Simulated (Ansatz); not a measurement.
**How fast states decay through MgZnAg2F6**

Aim: relax a made-up compound, MgZnAg2F6, and see how good a tunnel barrier it would be. It is built by putting Mg for part of the Zn in the ZnAgF3 structure of space group R-3, with the volume rescaled by atomic radii. The parent structure comes from the Materials Project.

Method: PBEsol DFT, plane waves, PAW files, in the first sound run; inputs show where later runs differ, in Ansatz 0.2.0.

Most raw output is cut from this account.

The structure was built from a prototype and need not be the compound's stable phase.

## 1. Set-up

Symmetry: R3, No. 146, trigonal system. Conventional cell: a = 5.486 Å, b = 5.486 Å, c = 16.546 Å, α = 90.00°, β = 90.00°, γ = 120.00°. Mg has 6 F at 2.04 to 2.10 Å nearest. Nearest to Zn lie 6 F at 2.04 to 2.10 Å. Nearest to Ag lie 6 F at 2.43 to 2.59 Å. Nearest to F lie 1 Zn at 2.04 Å and 1 Mg at 2.10 Å and 2 Ag at 2.43 to 2.59 Å. Nearest to F lie 1 Mg at 2.04 Å and 1 Zn at 2.10 Å and 2 Ag at 2.43 to 2.59 Å. It derives from ZnAgF3. Mg for part of the Zn in the ZnAgF3 structure of space group R-3. Farther neighbours and most contacts between anions are not listed.

## 2. Relaxing the new crystal

The substituted atoms don't fit the parent's cell, so cell and atoms relax together. A small smearing keeps the run stable in case the gap closes on the way.

input.yaml reads:

```yaml
crystal:
  lattice:
    - [2.7427859683, 1.5835482171, 5.5152381061]
    - [-2.7427859683, 1.5835482171, 5.5152381061]
    - [0.0, -3.1670964343, 5.5152381061]
  atoms:
    - { symbol: Mg, position: [0.65941733, 0.65941733, 0.65941733] }
    - { symbol: Zn, position: [0.34058267, 0.34058267, 0.34058267] }
    - { symbol: Ag, position: [0.85689178, 0.85689178, 0.85689178] }
    - { symbol: Ag, position: [0.14310822, 0.14310822, 0.14310822] }
    - { symbol: F, position: [0.05967982, 0.45798783, 0.6921333] }
    - { symbol: F, position: [0.6921333, 0.05967982, 0.45798783] }
    - { symbol: F, position: [0.45798783, 0.6921333, 0.05967982] }
    - { symbol: F, position: [0.94032018, 0.54201217, 0.3078667] }
    - { symbol: F, position: [0.54201217, 0.3078667, 0.94032018] }
    - { symbol: F, position: [0.3078667, 0.94032018, 0.54201217] }
kpoints:
  mp_grid: { grid: [6, 6, 6] }
scf:
  occupations: { method: gaussian, width: 0.03 }
hamiltonian:
  xc: pbesol
output:
  forces: true
  stress: true
relax:
  f_tol: 0.02
  max_steps: 60
  cell: {}
```

The run is started by

```bash
$ ansatz run input.yaml --threads 2 --pin off --max-ram 4096MiB --backend cpu --events-out ev --progress --plain --runs-dir out
```

The job ended after 92 s (2 threads of Arm Neoverse V2, shared host; peak memory 0.6 GiB).

The steps of the relaxation:

| step | energy less that of the first step (eV) | largest force component (eV/Å) | pressure (GPa) | volume (Å³) |
| --- | --- | --- | --- | --- |
| 1 | 0.0000 | 0.2838 | -4.51 | 143.73 |
| 2 | -0.1258 | 0.2736 | -1.74 | 138.09 |
| 3 | -0.1773 | 0.0820 | 0.17 | 135.58 |
| 4 | -0.1780 | 0.0506 | 0.04 | 135.79 |
| 5 | -0.1787 | 0.0083 | -0.01 | 135.82 |
| 6* | -0.1578 | 0.0085 | -0.33 | 135.82 |
| 7 | -0.1608 | 0.0082 | 0.03 | 135.20 |
| 8* | -0.1586 | 0.0082 | 0.01 | 135.20 |

Relaxation steps marked * repeat the geometry before them on a plane-wave basis chosen anew for their cell, so energy and pressure can jump there.

Forces are held to the 3 operations that the run works with; a distortion that breaks them can't arise in this run.

| conventional cell, symmetrised | before | after | change |
| --- | --- | --- | --- |
| a (Å) | 5.486 | 5.333 | -2.8 % |
| b (Å) | 5.486 | 5.333 | -2.8 % |
| c (Å) | 16.546 | 16.465 | -0.5 % |
| volume (Å³/atom) | 14.37 | 13.52 | -5.9 % |

The atoms that moved most (Å, as changes of fractional coordinates times the final cell):

| atom | dx | dy | dz | length |
| --- | --- | --- | --- | --- |
| Ag4 | 0.000 | 0.000 | 0.052 | 0.052 |
| F7 | -0.027 | 0.023 | -0.033 | 0.048 |
| F6 | 0.033 | 0.011 | -0.033 | 0.048 |
| F5 | -0.007 | -0.035 | -0.033 | 0.048 |
| F8 | -0.026 | -0.005 | 0.017 | 0.032 |
| F9 | 0.008 | 0.025 | 0.017 | 0.032 |
| F10 | 0.018 | -0.020 | 0.017 | 0.032 |
| Mg1 | 0.000 | 0.000 | 0.022 | 0.022 |

Numbers from this step:

| Property | Result |
| --- | --- |
| free energy | -25043.9644 eV |
| Fermi energy | 6.438 eV |
| pressure | 0.007307 GPa |

The largest force component on a free atom ends at 0.0082 eV/Å.

## 3. The bulk crystal and its band edges

The energy window and the wavevectors of the next steps follow from the band edges, so these are searched first, off the mesh as well.

input.yaml reads:

```yaml
crystal:
  lattice:
    - [2.6667003899, 1.5396201879, 5.4884762413]
    - [-2.6667003899, 1.5396201879, 5.4884762413]
    - [0.0, -3.0792403759, 5.4884762413]
  atoms:
    - { symbol: Mg, position: [0.6607253159, 0.6607253159, 0.6607253159] }
    - { symbol: Zn, position: [0.3400839392, 0.3400839392, 0.3400839392] }
    - { symbol: Ag, position: [0.8557947392, 0.8557947392, 0.8557947392] }
    - { symbol: Ag, position: [0.1462581611, 0.1462581611, 0.1462581611] }
    - { symbol: F, position: [0.0526146227, 0.4535355426, 0.6976196356] }
    - { symbol: F, position: [0.6976196356, 0.0526146227, 0.4535355426] }
    - { symbol: F, position: [0.4535355426, 0.6976196356, 0.0526146227] }
    - { symbol: F, position: [0.9359267931, 0.5473859995, 0.3100552509] }
    - { symbol: F, position: [0.5473859995, 0.3100552509, 0.9359267931] }
    - { symbol: F, position: [0.3100552509, 0.9359267931, 0.5473859995] }
kpoints:
  mp_grid: { grid: [6, 6, 6] }
  band_path: { path: [VBM, CBM], npoints: 30 }
scf:
  occupations: { method: fixed }
hamiltonian:
  xc: pbesol
output:
  eigenvalues: true
  write_potential: true
  write_density: true
  volumetric_format: npy
  elf: true
```

Elapsed: 46 s, on 2 threads; peak memory 0.61 GiB.

This step gave:

```yaml
free_energy: -25043.9646 eV
fermi_energy: 5.702 eV
gap_on_the_k_mesh: 1.472 eV
gap_on_path: 1.471 eV, by band count; negative where bands overlap
direct_gap_on_path: 1.472 eV
edge_places_on_path: 0, 0.005764 1/A along the path
```

The electronic bands at the labelled points (eV, zero at the Fermi level (highest filled level under fixed occupations); v1 is the highest filled band, c1 the lowest empty one):

| point | v4 | v3 | v2 | v1 | c1 | c2 | c3 |
| --- | --- | --- | --- | --- | --- | --- | --- |
| VBM | -0.30 | -0.30 | 0.00 | 0.00 | 1.47 | 6.85 | 7.23 |
| halfway | -0.30 | -0.30 | 0.00 | 0.00 | 1.47 | 6.85 | 7.23 |
| CBM | -0.30 | -0.30 | 0.00 | 0.00 | 1.47 | 6.85 | 7.23 |

Electrostatic potential energy in the ac plane of the conventional cell at fractional y = 0.005, with atoms of Mg and Zn and Ag and F within 0.2 Å of it. With pseudopotentials it is smooth inside the atoms' cores, unlike the true potential.

Ten even steps from '0' (-36 eV) to '9' (12 eV), each cell a mean:
```
999986689999999
899930049999999
347986699999853
014899999999730
457999999999865
999999999645899
789999998301687
126899999988741
025866899999741
788500499999987
999976899999999
999999999999999
999999999999999
999999999646999
678999998302786
016899999988830
247767999999862
888300699999998
899867999999998
347999999999853
014899999999730
457999995358864
999999981017999
999999998899999
```
Columns run along a (5.3 Å; values clipped at the 3rd and 97th percentile), rows up along c (16.5 Å), edges of the conventional cell, whose origin can differ from the input's. Atoms in or near the plane, at fractional coordinates: Mg at (0.00, 0.34), Zn at (0.00, 0.66), Ag at (0.00, 0.14), Ag at (0.00, 0.85), F at (0.37, 0.93), F at (0.28, 0.27), F at (0.62, 0.07), F at (0.72, 0.74).

ELF in the ac plane of the conventional cell at fractional y = 0.005, with atoms of Mg and Zn and Ag and F within 0.2 Å of it. It is the smooth field of the valence electrons, not physical close to the nuclei.

Values, 24 rows by 15 columns, each cell a mean:
```
0.02 0.02 0.09 0.35 0.60 0.66 0.62 0.47 0.20 0.07 0.04 0.02 0.01 0.01 0.01
0.14 0.10 0.12 0.51 0.78 0.66 0.68 0.78 0.52 0.12 0.02 0.02 0.04 0.08 0.13
0.53 0.44 0.23 0.18 0.47 0.66 0.68 0.56 0.28 0.05 0.02 0.07 0.18 0.36 0.50
0.76 0.62 0.40 0.16 0.08 0.11 0.12 0.08 0.04 0.03 0.04 0.11 0.28 0.51 0.69
0.43 0.35 0.21 0.09 0.04 0.03 0.04 0.05 0.07 0.15 0.21 0.17 0.15 0.26 0.39
0.08 0.06 0.05 0.04 0.03 0.02 0.03 0.12 0.43 0.68 0.73 0.70 0.50 0.18 0.07
0.09 0.08 0.07 0.06 0.04 0.02 0.03 0.23 0.65 0.78 0.71 0.75 0.65 0.24 0.09
0.03 0.07 0.11 0.08 0.09 0.11 0.08 0.07 0.26 0.47 0.52 0.42 0.21 0.11 0.04
0.02 0.06 0.14 0.37 0.60 0.67 0.60 0.32 0.07 0.03 0.05 0.06 0.10 0.10 0.04
0.10 0.11 0.35 0.74 0.74 0.72 0.79 0.56 0.14 0.02 0.03 0.05 0.06 0.08 0.09
0.02 0.06 0.27 0.56 0.67 0.64 0.49 0.22 0.06 0.03 0.02 0.02 0.03 0.02 0.02
0.00 0.01 0.03 0.07 0.10 0.09 0.07 0.06 0.06 0.04 0.03 0.02 0.01 0.00 0.00
0.00 0.01 0.01 0.01 0.02 0.03 0.05 0.06 0.08 0.13 0.20 0.20 0.13 0.04 0.01
0.01 0.02 0.03 0.03 0.02 0.02 0.03 0.12 0.42 0.68 0.73 0.73 0.60 0.27 0.03
0.14 0.07 0.04 0.04 0.03 0.02 0.03 0.23 0.65 0.78 0.73 0.78 0.68 0.24 0.11
0.30 0.34 0.10 0.06 0.11 0.10 0.05 0.07 0.24 0.45 0.53 0.46 0.19 0.21 0.34
0.28 0.21 0.24 0.57 0.68 0.65 0.48 0.18 0.04 0.04 0.05 0.04 0.03 0.11 0.27
0.04 0.15 0.60 0.78 0.70 0.76 0.76 0.40 0.07 0.02 0.02 0.04 0.04 0.04 0.03
0.11 0.11 0.24 0.50 0.64 0.62 0.43 0.15 0.04 0.02 0.02 0.03 0.05 0.07 0.10
0.52 0.43 0.25 0.13 0.10 0.09 0.06 0.05 0.05 0.04 0.04 0.07 0.17 0.34 0.48
0.76 0.62 0.41 0.20 0.07 0.03 0.04 0.10 0.19 0.24 0.17 0.10 0.24 0.51 0.70
0.45 0.37 0.22 0.10 0.03 0.03 0.21 0.57 0.74 0.72 0.70 0.45 0.15 0.26 0.42
0.10 0.08 0.04 0.02 0.01 0.04 0.29 0.67 0.75 0.63 0.75 0.71 0.29 0.07 0.09
0.01 0.01 0.01 0.03 0.07 0.10 0.10 0.21 0.40 0.51 0.50 0.35 0.13 0.02 0.01
```
Columns run along a (5.3 Å), rows up along c (16.5 Å), edges of the conventional cell, whose origin can differ from the input's. Atoms in or near the plane, at fractional coordinates: Mg at (0.00, 0.34), Zn at (0.00, 0.66), Ag at (0.00, 0.14), Ag at (0.00, 0.85), F at (0.37, 0.93), F at (0.28, 0.27), F at (0.62, 0.07), F at (0.72, 0.74).

Valence density in the ac plane of the conventional cell at fractional y = 0.005, with atoms of Mg and Zn and Ag and F within 0.2 Å of it. It is the smooth field of the valence electrons, not physical close to the nuclei.

Ten steps, logarithmic in the rise over the least value, from '_' (0 e/Å³) to '@' (19 e/Å³), each cell a mean:
```
______..--====--..____________
......::**%%%%++::__________..
##**--::--++==--..______::==##
@@%%++::______________..--##@@
**++::..__________........--++
....____________::==**++--....
::....________..--**%%##==::..
@@**::..________..::----::==%%
@@**----====--..________..==%%
::..::++##%%++::__________..::
____..::====--..______________
______________________________
________________......________
______________..::++**++::..__
--..__________..--**##**--..::
@@##::__________..::--::..==@@
##++::--====::..__________::**
__..--**%%##==..______________
......--====::..__________....
##**--..________________::==##
@@%%++::________........--##@@
**++::..______::++**++--::==**
____________..--##%%##==..____
____________....::--::..______
```
Columns run along a (5.3 Å), rows up along c (16.5 Å), edges of the conventional cell, whose origin can differ from the input's. Atoms in or near the plane, at fractional coordinates: Mg at (0.00, 0.34), Zn at (0.00, 0.66), Ag at (0.00, 0.14), Ag at (0.00, 0.85), F at (0.37, 0.93), F at (0.28, 0.27), F at (0.62, 0.07), F at (0.72, 0.74).

The searched edges give 1.47 eV, as on the mesh.

## 4. Decaying states in the gap, plane (101)

This step: PBEsol DFT, plane waves, PAW files; complex bands by layer matching along the plane's normal (Ansatz 0.2.0).

The same crystal is laid in a cell whose first two vectors span the (101) plane (indices of the standard conventional cell, whose axes can be ordered otherwise than in the bulk input). At fixed energy and wavevector in the plane the solver finds all kz, real and complex. A few wavevectors are listed, (0, 0) and (0.5, 0) in units of the plane's reciprocal vectors; the slowest state needn't be among them.

input.yaml reads:

```yaml
crystal:
  lattice:
    - [6.293257721, 0.0, 0.0]
    - [2.259971317, 4.830910217, 0.0]
    - [2.259971317, 1.886831089, 4.447197091]
  atoms:
    - { symbol: Mg, position: [0.9821759477, 0.3392746841, 0.3392746841] }
    - { symbol: Zn, position: [0.0202518176, 0.6599160608, 0.6599160608] }
    - { symbol: Ag, position: [0.5673842176, 0.1442052608, 0.1442052608] }
    - { symbol: Ag, position: [0.4387744833, 0.8537418389, 0.8537418389] }
    - { symbol: F, position: [0.2037698009, 0.5464644574, 0.3023803644] }
    - { symbol: F, position: [0.2037698009, 0.9473853773, 0.5464644574] }
    - { symbol: F, position: [0.2037698009, 0.3023803644, 0.9473853773] }
    - { symbol: F, position: [0.7933680435, 0.4526140005, 0.6899447491] }
    - { symbol: F, position: [0.7933680435, 0.6899447491, 0.0640732069] }
    - { symbol: F, position: [0.7933680435, 0.0640732069, 0.4526140005] }
kpoints:
  mp_grid: { grid: [6, 6, 6] }
scf:
  occupations: { method: fixed }
hamiltonian:
  xc: pbesol
output:
  eigenvalues: true
  transmission:
    leads: [[0, 0]]
    kpoints: [[0.0, 0.0], [0.5, 0.0]]
    e_range: [-1.0, 2.47]
    de: 0.06
```

The job ended after 59 s (2 threads; peak memory 0.98 GiB; 1.9 min of CPU time).

Numbers from this step:

| Property | Result |
| --- | --- |
| level to which the leads are filled | 0.7358 eV from the Fermi level |
| decay constant at the filling level, zone centre | 0.2849 Å⁻¹ |
| decay constant at the filling level, slowest listed point | 0.285 Å⁻¹ |

K parallel (0, 0); values up to 1.5 1/Å, a degenerate pair printed once or twice; energies at which all values exceed this have no row. Table of Im kz of the slowest decaying states by energy, zero at the highest filled level on the SCF mesh:

| energy (eV) | decay 1 (Å⁻¹) | decay 2 (Å⁻¹) | decay 3 (Å⁻¹) | decay 4 (Å⁻¹) |
| --- | --- | --- | --- | --- |
| -1.000 | 0.0910 | 0.118 | 0.326 | 0.422 |
| -0.820 | 0.355 | 0.407 | 0.482 | 0.555 |
| -0.580 | 0.113 | 0.319 | 0.344 | 0.397 |
| -0.400 | 0.089 | 0.267 | 0.324 | 0.340 |
| -0.220 | 0.322 | 0.365 | 0.589 | 0.799 |
| 0.020 | 0.121 | 0.214 | 0.443 | 0.472 |
| 0.200 | 0.324 | 0.390 | 0.503 | 0.631 |
| 0.380 | 0.330 | 0.488 | 0.534 | 0.684 |
| 0.620 | 0.303 | 0.575 | 0.722 | 0.846 |
| 0.800 | 0.275 | 0.612 | 0.749 | 0.881 |
| 0.980 | 0.240 | 0.622 | 0.661 | 0.773 |
| 1.220 | 0.176 | 0.632 | 0.719 | 0.802 |
| 1.400 | 0.0954 | 0.639 | 0.755 | 0.822 |
| 1.580 | 0.646 | 0.788 | 0.838 | 0.928 |
| 1.820 | 0.652 | 0.828 | 0.851 | 0.883 |
| 2.000 | 0.655 | 0.856 | 0.857 | 0.872 |
| 2.180 | 0.657 | 0.859 | 0.874 | 0.882 |
| 2.420 | 0.658 | 0.845 | 0.909 | 0.914 |

K parallel (0.5, 0); values up to 1.5 1/Å, a degenerate pair printed once or twice; energies at which all values exceed this have no row. The Im kz of the slowest decaying states by energy, zero at the highest filled level on the SCF mesh:

| energy (eV) | decay 1 (Å⁻¹) | decay 2 (Å⁻¹) | decay 3 (Å⁻¹) | decay 4 (Å⁻¹) |
| --- | --- | --- | --- | --- |
| -1.000 | 0.256 | 0.269 | 0.378 | 0.469 |
| -0.820 | 0.292 | 0.330 | 0.374 | 0.632 |
| -0.580 | 0.348 | 0.359 | 0.468 | 0.580 |
| -0.400 | 0.372 | 0.402 | 0.420 | 0.701 |
| -0.220 | 0.0843 | 0.349 | 0.432 | 0.439 |
| 0.020 | 0.403 | 0.416 | 0.522 | 0.539 |
| 0.200 | 0.439 | 0.543 | 0.559 | 0.612 |
| 0.380 | 0.466 | 0.554 | 0.581 | 0.663 |
| 0.620 | 0.496 | 0.554 | 0.569 | 0.791 |
| 0.800 | 0.530 | 0.576 | 0.844 | 0.851 |
| 0.980 | 0.532 | 0.585 | 0.875 | 0.891 |
| 1.220 | 0.528 | 0.595 | 0.877 | 0.919 |
| 1.400 | 0.521 | 0.601 | 0.874 | 0.933 |
| 1.580 | 0.510 | 0.607 | 0.872 | 0.946 |
| 1.820 | 0.490 | 0.613 | 0.873 | 0.963 |
| 2.000 | 0.470 | 0.616 | 0.874 | 0.975 |
| 2.180 | 0.445 | 0.619 | 0.876 | 0.987 |
| 2.420 | 0.403 | 0.621 | 0.880 | 1.00 |

At the listed wavevectors the last open channel is at -0.04 eV and the next at +1.52 eV on the grid. At +0.74 eV, the grid energy nearest the filling level (the middle of the gap on the SCF mesh), the slowest state at the listed wavevectors decays with κ = 0.285 Å⁻¹, its amplitude falling by e over 3.5 Å. Through 1 nm of this crystal that state's transmission falls by exp(−2 × 0.285 Å⁻¹ × 10 Å) = 0.0033.

## 5. Complex bands, plane (001)

The same for the (001) plane, at (0, 0) and (0.5, 0), to see how the decay depends on direction.

input.yaml reads:

```yaml
crystal:
  lattice:
    - [5.33340078, 0.0, 0.0]
    - [2.66670039, 4.618860564, 0.0]
    - [2.66670039, -1.539620188, 5.488476241]
  atoms:
    - { symbol: Mg, position: [0.3214506318, 0.3392746841, 0.0178240523] }
    - { symbol: Zn, position: [0.6801678784, 0.6599160608, 0.9797481824] }
    - { symbol: Ag, position: [0.7115894784, 0.1442052608, 0.4326157824] }
    - { symbol: Ag, position: [0.2925163222, 0.8537418389, 0.5612255167] }
    - { symbol: F, position: [0.5061501653, 0.5464644574, 0.7962301991] }
    - { symbol: F, position: [0.7502342583, 0.9473853773, 0.7962301991] }
    - { symbol: F, position: [0.1511551782, 0.3023803644, 0.7962301991] }
    - { symbol: F, position: [0.4833127926, 0.4526140005, 0.2066319565] }
    - { symbol: F, position: [0.8574412504, 0.6899447491, 0.2066319565] }
    - { symbol: F, position: [0.245982044, 0.0640732069, 0.2066319565] }
kpoints:
  mp_grid: { grid: [6, 6, 6] }
scf:
  occupations: { method: fixed }
hamiltonian:
  xc: pbesol
output:
  eigenvalues: true
  transmission:
    leads: [[0, 0]]
    kpoints: [[0.0, 0.0], [0.5, 0.0]]
    e_range: [-1.0, 2.47]
    de: 0.07
```

Wall time 36 s (2 threads); peak memory 0.75 GiB.

Numbers from this step:

| Item | Value |
| --- | --- |
| decay constant at the filling level, zone centre | 0.2682 Å⁻¹ |
| decay constant at the filling level, slowest listed point | 0.2682 Å⁻¹ |

K parallel (0, 0); values up to 1.5 1/Å, a degenerate pair printed once or twice; energies at which all values exceed this have no row. Table of Im kz of the slowest decaying states by energy, zero at the highest filled level on the SCF mesh:

| energy (eV) | decay 1 (Å⁻¹) | decay 2 (Å⁻¹) | decay 3 (Å⁻¹) | decay 4 (Å⁻¹) |
| --- | --- | --- | --- | --- |
| -1.00 | 0.157 | 0.424 | 0.568 | 0.573 |
| -0.86 | 0.428 | 0.556 | 0.601 | 0.616 |
| -0.72 | 0.182 | 0.412 | 0.513 | 0.593 |
| -0.58 | 0.299 | 0.415 | 0.646 | 0.660 |
| -0.44 | 0.261 | 0.310 | 0.336 | 0.713 |
| -0.30 | 0.337 | 0.753 | 0.826 | 1.12 |
| -0.16 | 0.343 | 0.388 | 0.782 | 0.901 |
| -0.02 | 0.340 | 0.491 | 0.806 | 0.968 |
| 0.12 | 0.288 | 0.334 | 0.557 | 0.825 |
| 0.26 | 0.324 | 0.402 | 0.605 | 0.842 |
| 0.40 | 0.311 | 0.477 | 0.642 | 0.857 |
| 0.54 | 0.296 | 0.533 | 0.672 | 0.871 |
| 0.68 | 0.278 | 0.578 | 0.696 | 0.883 |
| 0.75 | 0.268 | 0.597 | 0.707 | 0.889 |
| 0.89 | 0.245 | 0.631 | 0.725 | 0.900 |
| 1.03 | 0.217 | 0.659 | 0.742 | 0.911 |
| 1.17 | 0.182 | 0.684 | 0.756 | 0.921 |
| 1.31 | 0.136 | 0.704 | 0.769 | 0.930 |
| 1.45 | 0.0499 | 0.723 | 0.781 | 0.940 |
| 1.59 | 0.739 | 0.792 | 0.949 | 1.15 |
| 1.73 | 0.753 | 0.801 | 0.957 | 1.14 |
| 1.87 | 0.765 | 0.810 | 0.966 | 1.14 |
| 2.01 | 0.777 | 0.818 | 0.975 | 1.13 |
| 2.15 | 0.787 | 0.826 | 0.984 | 1.13 |
| 2.29 | 0.797 | 0.833 | 0.992 | 1.12 |
| 2.43 | 0.805 | 0.839 | 1.00 | 1.12 |

K parallel (0.5, 0); values up to 1.5 1/Å, a degenerate pair printed once or twice; energies at which all values exceed this have no row. Table of Im kz of the slowest decaying states by energy, zero at the highest filled level on the SCF mesh:

| energy (eV) | decay 1 (Å⁻¹) | decay 2 (Å⁻¹) | decay 3 (Å⁻¹) | decay 4 (Å⁻¹) |
| --- | --- | --- | --- | --- |
| -1.00 | 0.373 | 0.456 | 0.514 | 0.568 |
| -0.86 | 0.440 | 0.541 | 0.551 | 0.621 |
| -0.65 | 0.193 | 0.423 | 0.518 | 0.654 |
| -0.51 | 0.170 | 0.226 | 0.252 | 0.376 |
| -0.30 | 0.0647 | 0.505 | 0.588 | 0.883 |
| -0.16 | 0.102 | 0.109 | 0.540 | 0.670 |
| -0.02 | 0.286 | 0.292 | 0.586 | 0.708 |
| 0.05 | 0.347 | 0.361 | 0.610 | 0.720 |
| 0.19 | 0.427 | 0.440 | 0.656 | 0.739 |
| 0.40 | 0.498 | 0.504 | 0.723 | 0.759 |
| 0.54 | 0.519 | 0.543 | 0.763 | 0.769 |
| 0.68 | 0.534 | 0.576 | 0.777 | 0.798 |
| 0.89 | 0.549 | 0.620 | 0.784 | 0.843 |
| 1.03 | 0.556 | 0.646 | 0.786 | 0.870 |
| 1.24 | 0.562 | 0.688 | 0.781 | 0.906 |
| 1.38 | 0.563 | 0.726 | 0.763 | 0.929 |
| 1.59 | 0.563 | 0.758 | 0.965 | 1.01 |
| 1.73 | 0.560 | 0.766 | 0.990 | 1.02 |
| 1.94 | 0.553 | 0.776 | 1.04 | 1.04 |
| 2.08 | 0.546 | 0.782 | 1.06 | 1.07 |
| 2.29 | 0.533 | 0.789 | 1.04 | 1.06 |
| 2.43 | 0.521 | 0.792 | 1.04 | 1.06 |

At the listed wavevectors the last open channel is at -0.02 eV and the next at +1.52 eV on the grid. At +0.75 eV, the grid energy nearest the filling level (the middle of the gap on the SCF mesh), the slowest state at the listed wavevectors decays with κ = 0.268 Å⁻¹, its amplitude falling by e over 3.7 Å; the first such run, plane (101), gave 0.285 Å⁻¹.

(Part 1 of 2 ends here.)

[Logs are printed without paths, hosts, clocks, repeated set-up lines and the standing remarks that a program may print on its own settings, such as how far it seeks lower states.]

[Hosts, paths, dates, database ids (printed as entryN), source tags and the programs' standing remarks are cut or masked in the printed files.]
